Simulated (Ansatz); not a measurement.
# How many bands does the GW gap of MgO (Periclase) need?, part 2 of 2

How do accuracy and time trade against each other in G0W0 on MgO (Periclase)?

Ansatz 0.2.0; G0W0 on PBE, plane waves, PAW. Known limits of the many-body steps: not at the basis limit; coarse k mesh.

So far. Step 4 (120 empty bands, screening to 200 eV): Against the run with 6×6×6 mesh, 55 empty bands, screening to 120 eV, the gap moves by +0.20 eV. Step 5 (Changing the k mesh: 4×4×4 mesh, 55 empty bands …): Against the run with 6×6×6 mesh, 55 empty bands, screening to 120 eV, the gap moves by −0.016 eV.

The database entry behind the starting cell differs from later determinations by our own check (about 0.1 % long), so it need not match the best structure at ambient conditions.

### Step 6. Changing the frequency model: 6×6×6 mesh, 55 empty bands, screening to 120 eV, plasmon pole

A plasmon pole stands in for the full frequency dependence of the screening; this run shows what that costs in accuracy.

input.yaml reads:

```yaml
crystal:
  lattice:
    - [0.0, 2.1085, 2.1085]
    - [2.1085, 0.0, 2.1085]
    - [2.1085, 2.1085, 0.0]
  atoms:
    - { symbol: Mg, position: [0.0, 0.0, 0.0] }
    - { symbol: O, position: [0.5, 0.5, 0.5] }
kpoints:
  mp_grid: { grid: [6, 6, 6] }
hamiltonian:
  xc: pbe
scf:
  occupations: { method: fixed }
gw:
  n_empty_bands: 55
  ecut_chi: 120
  qp_bands: [v2, c2]
  qp_kpoints: band_edges
  screening: { model: godby_needs }
```

On the command line:

```
> ansatz run input.yaml --threads 3 --pin off --max-ram 92160MiB --backend cuda --events-out ev --progress --plain --runs-dir out --devices 1 --max-vram 13GiB  # rebuilt from the run's record
```

Numbers of over 12 decimals in the logs are rounded to 6 here.

The program printed:

```text
GPUs: using 1 of 1 available (devices: 1).
[...]
GPU FFT provider: cuFFT
GPU libraries: cuBLAS 13.8.2, cuFFT 12.4.0, cuSOLVER 12.3.4
Crystal: 2 atoms, lattice volume = 18.748 Å³
Basis set: ecut = 420 eV, 339 PW (Γ)
Bands: 12, of which v1, the nominal top of the filled ones, is band 8 counted from 1 (7 counted from 0)
Symmetry: 48 space group operations
[...]
k-points: 16 of 216
[...]
1    10     21.5566    -4.5360    -4.6916   -10.3646  0.8538    22.6964    22.6936  root
[...]
12     7      6.7586   -25.4740     4.4962   -19.4822  0.8071     5.2523     5.2628  root
    12     8      6.7586   -25.4740     4.4962   -19.4822  0.8071     5.2523     5.2628  root
    12     9     17.2342    -3.8722    -4.1676    -8.8663  0.8700    18.0634    18.0607  root
    12    10     18.0452    -7.2596    -4.4261   -12.9721  0.8644    19.3344    19.3316  root
[key lines of the parts left out:]
SCF converged after 6 iterations
Free energy (F): -2494.132437 eV
Fermi energy:    8.092087 eV
```

Wall time 7.5 s (1 × NVIDIA H100 80GB HBM3 (shared by 6 runs) with 3 threads of AMD EPYC 7R13 (Zen 3), shared host); peak memory 0.93 GiB.

Numbers from this step:

| Quantity | Value |
| --- | --- |
| bands summed | 63 |
| plasmon-pole fit frequency | 34.30 eV |
| RPA ε∞ on this mesh (eigenvalues) | 3.068, 3.068, 3.068 |
| plane waves in the screening matrix | 59 |
| G0W0 gap on the mesh | 7.019 eV |
| k of the valence top | 0, 0, 0 |
| k of the conduction bottom | 0, 0, 0 |
| starting gap on the mesh | 4.709 eV |
| least direct G0W0 gap on the computed points | 7.019 eV |

Against the run with 6×6×6 mesh, 55 empty bands, screening to 120 eV, the gap moves by +0.003 eV.

### Step 7. Changing the files: 6×6×6 mesh, 55 empty bands, screening to 120 eV, hard PAW files

Other atomic data (hard PAW) test the pseudisation: the cutoff goes from 420 to 930 eV, with the same valence electrons.

input.yaml, as its differences from that of step 6:

```diff
@@ -12,2 +12,3 @@
   xc: pbe
+  pseudopotentials: { kind: paw, source: ansatz }
 scf:
@@ -19,2 +20,2 @@
   qp_kpoints: band_edges
-  screening: { model: godby_needs }
+  screening: { model: contour_deformation }
```

The program printed:

```text
GPUs: using 1 of 1 available (devices: 1).
[...]
GPU FFT provider: cuFFT
GPU libraries: cuBLAS 13.8.2, cuFFT 12.4.0, cuSOLVER 12.3.4
Crystal: 2 atoms, lattice volume = 18.748 Å³
Basis set: ecut = 930 eV, 1243 PW (Γ)
Bands: 12, of which v1, the nominal top of the filled ones, is band 8 counted from 1 (7 counted from 0)
Symmetry: 48 space group operations
[...]
k-points: 16 of 216
[...]
1    10     21.4913    -4.5354    -4.7686   -10.3884  0.8309    22.5879    22.5757  root
[...]
12     7      6.6949   -25.4766     4.5197   -19.4871  0.7861     5.2017     5.2251  root
    12     8      6.6949   -25.4766     4.5197   -19.4871  0.7861     5.2017     5.2251  root
    12     9     17.1616    -3.8604    -4.1797    -8.8749  0.8567    18.0011    17.9964  root
    12    10     17.9824    -7.1505    -4.4220   -12.8345  0.8531    19.2559    19.2444  root
[key lines of the parts left out:]
SCF converged after 6 iterations
Free energy (F): -2494.166872 eV
Fermi energy:    8.029494 eV
```

Elapsed: 8.7 s, on 1 × NVIDIA H100 80GB HBM3 (shared by 6 runs) with 3 threads; peak memory 0.99 GiB.

This step gave:

* bands summed: 63
* RPA ε∞ on this mesh (eigenvalues): 3.069, 3.069, 3.069
* plane waves in the screening matrix: 59
* G0W0 gap on the mesh: 7.023 eV
* k of the valence top: 0, 0, 0
* k of the conduction bottom: 0, 0, 0
* starting gap on the mesh: 4.705 eV
* least direct G0W0 gap on the computed points: 7.023 eV

Against the run with 6×6×6 mesh, 55 empty bands, screening to 120 eV, the gap moves by +0.006 eV.

### Step 8. Side by side

Times are wall times on 1 × NVIDIA H100 80GB HBM3 (shared by 6 runs) with 3 threads of AMD EPYC 7R13 (Zen 3), shared host, good to a factor of about two.

```tsv
mesh	files	frequency	bands summed	cutoff (eV)	start (eV)	G0W0 (eV)	time	host memory (GiB)
6×6×6	default PAW	contour deformation	27	60	4.709	6.801	9.2 s	0.96
6×6×6	default PAW	contour deformation	63	120	4.709	7.016	8.6 s	0.97
6×6×6	default PAW	contour deformation	128	200	4.709	7.215	9.9 s	1.0
4×4×4	default PAW	contour deformation	63	120	4.701	7.001	3.3 s	0.96
6×6×6	default PAW	plasmon pole	63	120	4.709	7.019	7.5 s	0.93
6×6×6	hard PAW	contour deformation	63	120	4.705	7.023	8.7 s	0.99
```

How the two edges are built up, in eV (the quasiparticle level is the starting level plus Σx plus Σc less Vxc):

```tsv
run	edge	start	Σx	Σc	Vxc	Z	QP
27 bands	valence top	8.09	-26.43	4.65	-20.91	0.80	7.23
27 bands	conduction bottom	12.80	-10.03	-3.51	-14.77	0.85	14.03
63 bands	valence top	8.09	-26.43	4.31	-20.91	0.79	6.88
63 bands	conduction bottom	12.80	-10.03	-3.64	-14.77	0.85	13.90
128 bands	valence top	8.09	-26.43	4.03	-20.91	0.79	6.61
128 bands	conduction bottom	12.80	-10.03	-3.72	-14.77	0.84	13.82
```

### Step 9. Results

```json
{
 "27 bands, 60 eV": "6.801 eV",
 "63 bands, 120 eV": "7.016 eV",
 "128 bands, 200 eV": "7.215 eV",
 "estimated limit in bands and cutoff": "7.41 eV",
 "mesh and start": "6×6×6, PBE"
}
```

What this shows: A line in one over the bands through the two highest rungs gives 7.41 eV, +0.19 eV from the top rung; the pair below gives 7.18 eV, so the estimate is still climbing. The rungs stand 0.61 eV (27 bands), 0.39 eV (63 bands) and 0.19 eV (128 bands) from it. From 27 to 128 bands the gap moves by +0.41 eV. Σc changes by −0.62 eV at the valence top and −0.21 eV at the conduction bottom, so the valence edge carries most of the change. On the 4×4×4 mesh in place of 6×6×6 the gap differs by −0.02 eV, of which −0.01 eV is already in the start. The plasmon-pole model gives +0.003 eV against contour deformation, 0 % of the correction. Hard PAW files move the gap by +0.01 eV at equal bands and cutoff, −0.004 eV of it in the start.

[Paths, hosts, dates, memory and timing lines, banners, echoed tables and standing remarks are left out of the program output.]

[Logs are printed without paths, hosts, clocks, repeated set-up lines and the standing remarks that a program may print on its own settings, such as how far it seeks lower states.]

[Runs of the session that timed out or met a known fault of the program may be left out.]

[Cells called generated may have been cut or substituted from an entry of the Crystallography Open Database or the Materials Project.]

[Hosts, paths, dates, database ids (printed as entryN), source tags and the programs' standing remarks are cut or masked in the printed files.]
